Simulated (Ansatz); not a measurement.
# O on Ir(111): change of the work function, part 2 of 2

Wanted: Δφ(θ) for O/Ir(111), starting from the fcc site.

Ansatz 0.2.0; plane-wave DFT, PBE, Ansatz PAW.

So far, work function, upper face (eV): step 2 (the clean slab) 5.49; step 3 (37 atoms, coverage 0.111 ML, cell 3x3) 5.60; step 4 (17 atoms, coverage 0.25 ML, cell 2x2) 5.69.

### 5. The covered slab, k-mesh 6×6×1, coverage 0.5 ML

System of this step: Ir8O (O/Ir(111)). The cell holds 18 atoms: 16 Ir and 2 O. Its edges and angles: a = 5.431 Å, b = 5.431 Å, c = 26.080 Å, α = 90.0°, β = 90.0°, γ = 60.0°. Vacuum lies along c.

The input, input.yaml:

```yaml
crystal:
  lattice:
    - [5.4305800796, 0.0, 0.0]
    - [2.7152900398, 4.7030203062, 0.0]
    - [0.0, 0.0, 26.0803608748]
  atoms:
    - { symbol: Ir, position: [0.0, 0.0, 0.3450872495] }
    - { symbol: Ir, position: [0.1666666667, 0.1666666667, 0.4300947018] }
    - { symbol: Ir, position: [0.3333333333, 0.3333333333, 0.5150031947] }
    - { symbol: Ir, position: [0.0, 0.0, 0.5995040849] }
    - { symbol: Ir, position: [0.0, 0.5, 0.3450872495] }
    - { symbol: Ir, position: [0.1666666667, 0.6666666667, 0.4300947018] }
    - { symbol: Ir, position: [0.3333333333, 0.8333333333, 0.5150031947] }
    - { symbol: Ir, position: [0.0, 0.5, 0.5995040849] }
    - { symbol: Ir, position: [0.5, 0.0, 0.3450872495] }
    - { symbol: Ir, position: [0.6666666667, 0.1666666667, 0.4300947018] }
    - { symbol: Ir, position: [0.8333333333, 0.3333333333, 0.5150031947] }
    - { symbol: Ir, position: [0.5, 0.0, 0.5995040849] }
    - { symbol: Ir, position: [0.5, 0.5, 0.3450872495] }
    - { symbol: Ir, position: [0.6666666667, 0.6666666667, 0.4300947018] }
    - { symbol: Ir, position: [0.8333333333, 0.8333333333, 0.5150031947] }
    - { symbol: Ir, position: [0.5, 0.5, 0.5995040849] }
    - { symbol: O, position: [0.1666666667, 0.1666666667, 0.6549127505] }
    - { symbol: O, position: [0.6666666667, 0.1666666667, 0.6549127505] }
kpoints:
  mp_grid: { grid: [6, 6, 1] }
hamiltonian:
  xc: pbe
scf:
  occupations: { method: fermi_dirac, width: 0.1 }
  convergence: { dr2_threshold: 1.0e-08 }
efield:
  axis: 3
  dipole_correction: true
  ramp_position: 0.97
  ramp_width: 0.06
relax:
  f_tol: 0.02
  max_steps: 60
  constraints: [{ sites: [0, 1, 4, 5, 8, 9, 12, 13] }]
output:
  dos: { projected: true, e_range: [-8, 4] }
  write_potential: true
  write_density: true
  volumetric_format: npy
  elf: true
```

On the command line:

```console
$ ansatz run input.yaml --threads 4 --pin off --max-ram 16384MiB --backend cpu --events-out ev --progress --plain --runs-dir out
```

Wall time 4.6 min (4 threads of Arm Neoverse V1, shared host); peak memory 3.1 GiB.

Relaxation path:

```tsv
step	energy less that of the first step (eV)	largest force component (eV/Å)
1	0.0000	1.8035
2	-0.3885	0.7594
3	-0.4406	0.3017
4	-0.4543	0.0273
5	-0.4545	0.0090
```

Forces are held to the 4 operations that the program found; a distortion that breaks them can't arise in this run.

The atoms that moved most (Å):

```tsv
atom	dx	dy	dz	length
Ir4	0.000	-0.102	0.108	0.149
Ir12	0.000	-0.102	0.108	0.149
O18	0.000	0.012	-0.088	0.089
O17	0.000	0.012	-0.088	0.089
Ir16	0.000	-0.021	0.043	0.047
Ir8	0.000	-0.021	0.043	0.047
Ir7	0.000	-0.003	0.036	0.036
Ir15	0.000	-0.003	0.036	0.036
```

The relaxed structure:

```xyz
18
Lattice="5.4306 0.0000 0.0000 2.7153 4.7030 0.0000 0.0000 0.0000 26.0804" Properties=species:S:1:pos:R:3
Ir    0.0000    0.0000    9.0000
Ir    1.3576    0.7838   11.2170
Ir    2.7153    1.5705   13.4002
Ir    0.0000   -0.1025   15.7435
Ir    1.3576    2.3515    9.0000
Ir    2.7153    3.1353   11.2170
Ir    4.0729    3.9166   13.4673
Ir    1.3576    2.3308   15.6779
Ir    2.7153    0.0000    9.0000
Ir    4.0729    0.7838   11.2170
Ir    5.4306    1.5705   13.4002
Ir    2.7153   -0.1025   15.7435
Ir    4.0729    2.3515    9.0000
Ir    5.4306    3.1353   11.2170
Ir    6.7882    3.9166   13.4673
Ir    4.0729    2.3308   15.6779
O     1.3576    0.7956   16.9920
O     4.0729    0.7956   16.9920
```

The relaxation took 5 steps and lowered the energy by 0.45 eV; the largest force on the free atoms ends at 0.0090 eV/Å.

The covered face has 5.96 eV, +0.48 eV against the clean one; the bare back face has moved by +0.00 eV, a measure of how thin the slab is.

### 6. The covered slab, k-mesh 12×12×1, coverage 1 ML

System of this step: Ir4O (O/Ir(111)). The cell holds 5 atoms: 4 Ir and 1 O. Its edges and angles: a = 2.715 Å, b = 2.715 Å, c = 26.080 Å, α = 90.0°, β = 90.0°, γ = 60.0°. Vacuum lies along c.

input.yaml, the sections that differ from step 5:

```yaml
crystal:
  lattice:
    - [2.7152900398, 0.0, 0.0]
    - [1.3576450199, 2.3515101531, 0.0]
    - [0.0, 0.0, 26.0803608748]
  atoms:
    - { symbol: Ir, position: [0.0, 0.0, 0.3450872495] }
    - { symbol: Ir, position: [0.3333333333, 0.3333333333, 0.4300947018] }
    - { symbol: Ir, position: [0.6666666667, 0.6666666667, 0.5150031947] }
    - { symbol: Ir, position: [0.0, 0.0, 0.5995040849] }
    - { symbol: O, position: [0.3333333333, 0.3333333333, 0.6549127505] }
kpoints:
  mp_grid: { grid: [12, 12, 1] }
relax:
  f_tol: 0.02
  max_steps: 60
  constraints: [{ sites: [0, 1] }]
output:
  write_potential: true
  write_density: true
  volumetric_format: npy
# hamiltonian, scf, efield: as in step 5
```

Run time: 21 s. Hardware: 4 threads; peak memory 0.5 GiB; 80 s of CPU time.

The steps of the relaxation:

```tsv
step	energy less that of the first step (eV)	largest force component (eV/Å)
1	0.0000	2.3082
2	-0.1470	0.8177
3	-0.1816	0.2725
4	-0.1875	0.0580
5	-0.1876	0.0081
```

Forces are held to the 6 operations that the program found; a distortion that breaks them can't arise in this run.

The atoms that moved most (Å):

```tsv
atom	dx	dy	dz	length
Ir4	0.000	0.000	0.091	0.091
O5	0.000	0.000	-0.076	0.076
Ir3	0.000	0.000	0.021	0.021
```

Final coordinates:

```xyz
5
Lattice="2.7153 0.0000 0.0000 1.3576 2.3515 0.0000 0.0000 0.0000 26.0804" Properties=species:S:1:pos:R:3
Ir    0.0000    0.0000    9.0000
Ir    1.3576    0.7838   11.2170
Ir    2.7153    1.5677   13.4527
Ir    0.0000    0.0000   15.7259
O     1.3576    0.7838   17.0045
```

The relaxation took 5 steps and lowered the energy by 0.19 eV; the largest force on the free atoms ends at 0.0081 eV/Å.

The covered face has 6.16 eV, +0.68 eV against the clean one; the bare back face has moved by +0.03 eV, a measure of how thin the slab is.

### 7. Work function against coverage

This step: plane-wave DFT, PBE, Ansatz PAW; work function against coverage (Ansatz 0.2.0).

The runs are now put side by side.

This step gave:

* work function of the clean face: 5.486 eV
* largest change of the work function: 0.6772 eV

The work function of the covered face by coverage:

```tsv
coverage (adsorbates/nm²)	work function of the covered face (eV)
0.00	5.49
1.74	5.60
3.92	5.69
7.83	5.96
15.66	6.16
```

The dipole per adsorbate comes from the change of the cell's dipole. Coverage, by row:

```tsv
coverage (1/nm²)	coverage (ML)	work function (eV)	change (eV)	dipole per adsorbate, positive end outwards (debye)	mean height of the added atoms over the highest substrate atom (Å)
1.74	0.1111	5.599	0.1128	-0.172	1.286
3.915	0.25	5.685	0.199	-0.137	1.257
7.831	0.5	5.964	0.478	-0.161	1.248
15.66	1	6.164	0.6772	-0.11	1.279
```

### 8. Results

```
work function of the clean face                        : 5.49 eV
work function at 0.11 ML                               : 5.60 eV
work function at 0.25 ML                               : 5.69 eV
work function at 0.5 ML                                : 5.96 eV
work function at 1 ML                                  : 6.16 eV
dipole per adsorbate at 0.11 ML, positive end outwards : -0.17 D
```

What this shows: At the lowest coverage O changes the work function of Ir(111) by under 0.15 eV, within the error of so thin a slab; the largest change, +0.68 eV, comes at higher coverage. The slab has 4 layers, at the tabulated experimental lattice constant, one starting site was run, and quantum-size effects of a slab this thin can reach one or two tenths of an eV.

[Long decimals in the printed logs are rounded to 6 places.]

[Logs are printed without paths, hosts, clocks, repeated set-up lines and the standing remarks that a program may print on its own settings, such as how far it seeks lower states.]

[Hosts, paths, dates, database ids (printed as entryN), source tags and the programs' standing remarks are cut or masked in the printed files.]

[Maps of the electrostatic potential energy from Ansatz leave out the sawtooth potential of an applied field or a dipole correction, so their vacuum need not be flat; planar profiles and work functions include it.]
